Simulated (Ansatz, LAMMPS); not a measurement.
# Local environments in glassy CaAl2Si6O16 (125 atoms)

Density of this cell: 2.67 g/cm³. The cell holds 125 atoms: 10 Al, 5 Ca, 80 O and 30 Si. Cell: a = 11.726 Å, b = 11.726 Å, c = 11.726 Å, α = 90.0°, β = 90.0°, γ = 90.0°. 125 atoms (10 Al, 5 Ca, 80 O, 30 Si) placed at random at 2.61 g/cm³, melted at 4500 K for 20 ps at fixed volume with the Morse and Coulomb pair potential with partial charges (Pedone, Malavasi, Menziani, Cormack and Segre, J. Phys. Chem. B 110, 11780 (2006)). Quenched from 4500 K to 300 K at 10 K/ps and fixed volume, held 20 ps at zero pressure.

Computed with Ansatz 0.2.0: Kohn-Sham DFT, PBE, PAW (set soft_2), plane waves; cutoff 420 eV, Γ point, fixed occupations. Geometry: the geometry as built.

The whole cell was solved; only parts of it are printed.

Local excerpt of 22 atoms (numbers count through the whole input) about Si102, which bears the longest force; x, y, z are measured from there.

| atom | x | y | z | distance (Å) | bonds | Fx | Fy | Fz (eV/Å) |
| --- | --- | --- | --- | --- | --- | --- | --- | --- |
| Si102 | 0.00 | 0.00 | 0.00 | 0.00 | 4 | 3.60 | 0.55 | -5.15 |
| O33 | -0.96 | 1.19 | 0.10 | 1.53 | 2 | -1.96 | 2.81 | 0.65 |
| O41 | -0.23 | -1.09 | 1.09 | 1.56 | 2 | -0.41 | -1.92 | 3.57 |
| O40 | -0.18 | -0.69 | -1.46 | 1.62 | 2 | -0.12 | -0.54 | 0.53 |
| O64 | 1.58 | 0.62 | -0.08 | 1.70 | 2 | -1.36 | -1.05 | 1.63 |
| Si98 | -0.51 | -2.68 | 0.88 | 2.86 | 4 | -1.98 | -1.35 | -2.29 |
| Al9 | -0.52 | -0.21 | -3.08 | 3.13 | 4 | -0.52 | 0.98 | 0.08 |
| Si118 | 2.88 | 1.23 | -0.82 | 3.23 | 4 | -0.42 | -1.17 | -1.92 |
| Al5 | -2.21 | 2.37 | 0.09 | 3.24 | 4 | 0.09 | 1.05 | -0.86 |
| O78 | 0.88 | -3.17 | 0.27 | 3.30 | 2 | -1.65 | 0.78 | 0.22 |
| O53 | -2.83 | -0.47 | 1.71 | 3.34 | 2 | -0.43 | -0.37 | -0.95 |
| O89 | -1.91 | -2.93 | -0.05 | 3.50 | 2 | 3.55 | 1.65 | 1.38 |
| Ca13 | 0.13 | 2.62 | -2.36 | 3.53 | 6 | 0.80 | -1.02 | 0.39 |
| O31 | -1.75 | 1.14 | -2.97 | 3.63 | 3 | 0.06 | -0.44 | 0.97 |
| O34 | -0.85 | 0.79 | 3.47 | 3.66 | 2 | -0.18 | -1.17 | -0.94 |
| Si106 | -2.10 | -0.22 | 3.16 | 3.80 | 4 | -1.89 | 0.98 | 0.37 |
| O54 | 2.42 | 2.42 | -1.75 | 3.84 | 2 | -0.78 | 1.68 | -0.92 |
| O43 | 0.75 | 0.70 | -3.77 | 3.90 | 3 | 1.46 | 0.64 | -0.94 |
| O84 | 3.52 | 0.08 | -1.88 | 3.99 | 2 | -0.88 | 0.41 | 0.35 |
| O56 | 0.83 | 2.80 | 2.72 | 3.99 | 2 | -1.69 | -2.63 | 0.54 |
| O92 | -3.82 | -0.78 | -0.88 | 4.00 | 2 | 0.44 | -0.33 | -1.10 |
| O76 | -1.40 | 3.75 | -0.82 | 4.09 | 3 | -0.20 | -0.20 | -0.07 |

The column of bonds counts only the pairs O-Si within 2.12 Å, O-Al within 2.48 Å, O-Ca within 2.83 Å; other neighbours, such as metal atoms beside each other in a compound, aren't counted, and periodic images can show an atom twice.

The surroundings of Ca14, one of the 5 Ca atoms, nearest first, numbered as they follow in the input and with coordinates relative to it.

```csv
atom,x,y,z,distance (Å),bonds,Fx,Fy,Fz (eV/Å)
Ca14,0.00,0.00,0.00,0.00,5,0.36,-0.83,-0.53
O66,1.09,-1.68,1.22,2.35,3,-2.37,0.71,-0.27
O67,-2.13,0.99,-0.42,2.39,3,1.44,-0.14,-0.15
O69,-0.99,-0.96,-2.06,2.48,3,0.15,0.51,1.90
O88,2.24,1.06,-0.99,2.66,3,-1.99,-0.62,-0.26
O94,-2.23,-1.65,0.47,2.81,3,1.04,0.53,-0.17
Si114,-3.04,-0.27,0.18,3.06,4,-0.50,-0.01,-0.07
O27,2.83,-1.60,-0.72,3.33,3,0.44,0.62,-2.86
Si96,2.60,-1.96,0.80,3.35,4,2.31,2.83,1.19
Si98,-0.95,0.01,-3.36,3.50,4,-1.98,-1.35,-2.29
O41,-0.68,1.60,-3.15,3.60,2,-0.41,-1.92,3.57
O50,1.30,3.44,-0.21,3.68,3,-0.29,-0.71,0.62
Al4,-0.91,-2.76,-2.29,3.70,4,-1.09,0.08,0.68
Si106,-2.54,2.46,-1.08,3.70,4,-1.89,0.98,0.37
Si125,2.60,2.56,-0.68,3.71,4,1.63,1.19,0.95
Al3,3.32,-0.11,-1.66,3.71,4,-0.21,-1.06,1.08
O19,-3.41,0.22,1.62,3.78,2,-1.10,1.25,2.86
O34,-1.30,3.48,-0.77,3.79,2,-0.18,-1.17,-0.94
Al1,0.64,-2.68,2.64,3.82,4,-0.49,0.72,0.17
O37,-0.96,-2.36,3.06,3.98,2,0.66,0.55,-0.82
O75,-1.70,1.30,3.38,4.00,2,0.42,-0.43,-0.90
O78,0.43,-0.49,-3.97,4.02,2,-1.65,0.78,0.22
O70,3.55,-0.89,1.69,4.04,2,-0.89,0.22,-0.07
O74,0.46,-3.61,-1.78,4.05,2,1.01,-0.27,0.60
Si107,-2.57,-3.23,0.11,4.13,4,0.36,-1.41,0.58
```

The column of bonds counts only the pairs O-Si within 2.12 Å, O-Al within 2.48 Å, O-Ca within 2.83 Å; other neighbours, such as metal atoms beside each other in a compound, aren't counted, and periodic images can show an atom twice.

A closer look about Al6, picked at random: 36 atoms, nearest first, numbered in the order of the input, with positions taken from that point.

| atom | x | y | z | distance (Å) | bonds | Fx | Fy | Fz (eV/Å) |
| --- | --- | --- | --- | --- | --- | --- | --- | --- |
| Al6 | 0.00 | 0.00 | 0.00 | 0.00 | 4 | -1.52 | -0.26 | -0.35 |
| O89 | 1.44 | 0.68 | 0.38 | 1.64 | 2 | 3.55 | 1.65 | 1.38 |
| O87 | -0.17 | -1.51 | 0.69 | 1.67 | 2 | 0.30 | -2.20 | 0.81 |
| O93 | -1.29 | -0.04 | -1.15 | 1.73 | 2 | 0.75 | 0.98 | 0.28 |
| O77 | -1.07 | 1.15 | 1.45 | 2.14 | 3 | 0.63 | 0.19 | -1.98 |
| O92 | -0.47 | 2.83 | -0.45 | 2.90 | 2 | 0.44 | -0.33 | -1.10 |
| Si120 | -1.34 | -2.30 | 1.43 | 3.02 | 4 | -0.56 | 4.68 | -3.14 |
| Si105 | -0.72 | 2.73 | 1.10 | 3.03 | 4 | -1.10 | 1.72 | 3.06 |
| O55 | 1.85 | -1.92 | -1.69 | 3.16 | 2 | 0.02 | 0.07 | 1.07 |
| O83 | 0.84 | 0.05 | -3.08 | 3.19 | 2 | -0.45 | 0.93 | 0.44 |
| Si123 | -2.26 | -0.60 | -2.23 | 3.23 | 4 | -0.19 | -1.95 | -0.83 |
| Si98 | 2.85 | 0.93 | 1.31 | 3.27 | 4 | -1.98 | -1.35 | -2.29 |
| Si99 | -1.61 | 0.47 | 2.82 | 3.28 | 4 | -1.43 | -1.91 | -0.66 |
| O29 | -1.98 | -1.08 | 2.42 | 3.31 | 3 | -0.39 | -1.48 | 0.07 |
| O45 | 2.72 | -2.06 | 0.75 | 3.50 | 2 | -0.40 | 0.12 | -1.24 |
| O59 | -2.64 | -2.55 | 0.43 | 3.70 | 3 | -0.51 | -0.26 | 0.89 |
| Si121 | -1.16 | 3.01 | -1.95 | 3.77 | 4 | -1.90 | 1.62 | 1.37 |
| Si101 | 1.51 | -1.42 | -3.17 | 3.79 | 4 | -0.63 | 0.12 | 0.28 |
| O85 | -0.39 | 0.48 | 3.77 | 3.82 | 2 | 1.45 | 0.10 | 1.52 |
| O69 | 2.81 | -0.04 | 2.61 | 3.83 | 3 | 0.15 | 0.51 | 1.90 |
| O53 | 0.53 | 3.14 | 2.14 | 3.83 | 2 | -0.43 | -0.37 | -0.95 |
| Si119 | 2.53 | -2.85 | -0.60 | 3.85 | 4 | 1.02 | -1.01 | 1.29 |
| O26 | -2.20 | -2.36 | -2.33 | 3.97 | 3 | 0.84 | 0.47 | 0.10 |
| O71 | -0.38 | 2.39 | -3.16 | 3.98 | 2 | -2.12 | 1.50 | 0.70 |
| Si110 | 0.69 | 1.50 | -3.79 | 4.13 | 4 | 3.92 | -2.91 | -2.84 |
| O82 | -2.66 | 2.48 | -1.99 | 4.15 | 2 | -0.32 | -1.43 | 0.30 |
| Al4 | 2.89 | -1.84 | 2.38 | 4.17 | 4 | -1.09 | 0.08 | 0.68 |
| O41 | 3.12 | 2.52 | 1.52 | 4.29 | 2 | -0.41 | -1.92 | 3.57 |
| O80 | -2.15 | -0.11 | -3.72 | 4.30 | 2 | 0.54 | 1.52 | -2.97 |
| O78 | 4.23 | 0.44 | 0.70 | 4.31 | 2 | -1.65 | 0.78 | 0.22 |
| O16 | 0.32 | -2.35 | -3.61 | 4.32 | 2 | 1.25 | 0.45 | -1.24 |
| O38 | -3.82 | -0.60 | -1.99 | 4.34 | 2 | -1.25 | -0.49 | 1.29 |
| O68 | -1.10 | -3.59 | 2.20 | 4.35 | 2 | 0.36 | -1.46 | 1.76 |
| O24 | 1.55 | -2.53 | 3.26 | 4.41 | 2 | 0.00 | 0.08 | -0.68 |
| O51 | -2.14 | 3.50 | 1.62 | 4.42 | 2 | 1.88 | -2.27 | -1.38 |
| O40 | 3.18 | 2.92 | -1.03 | 4.43 | 2 | -0.12 | -0.54 | 0.53 |

The column of bonds counts only the pairs O-Si within 2.12 Å, O-Al within 2.48 Å, O-Ca within 2.83 Å; other neighbours, such as metal atoms beside each other in a compound, aren't counted, and periodic images can show an atom twice.

Neighbours are counted within 2.12 Å (O-Si), 2.48 Å (O-Al), 2.83 Å (O-Ca).

Length of the force by element and coordination:

```
element  coordination  atoms  mean length of the force (eV/Å)  spread  least   most
     Al           all     10                             1.47   0.358  0.887   2.13
     Ca           all      5                            0.835   0.363  0.323   1.35
     Ca             4      1                            0.555       0  0.555  0.555
     Ca             5      2                            0.686   0.362  0.323   1.05
     Ca             6      2                             1.12   0.228  0.896   1.35
      O           all     80                             1.75   0.894  0.292   4.15
      O             2     54                             1.82   0.960  0.465   4.15
      O             3     26                             1.59   0.713  0.292   3.18
     Si           all     30                             2.80    1.36  0.508   6.30
```

The quench rate of 10 K/ps is many orders above laboratory rates, so the cell is likely richer in defects and strain than a real sample. The force components of 1.3 eV/Å r.m.s. hold both thermal displacement and the mismatch between the potential that made the cell and DFT. The network of bonds at the start is that of the classical potential that made the cell, and needn't be the one that DFT or experiment would give. Only the Γ point is sampled, in a cell whose shortest periodic width is 12 Å.

[Logs are printed without paths, hosts, clocks, repeated set-up lines and the standing remarks that a program may print on its own settings, such as how far it seeks lower states.]

[Hosts, paths, dates, database ids (printed as entryN), source tags and the programs' standing remarks are cut or masked in the printed files.]
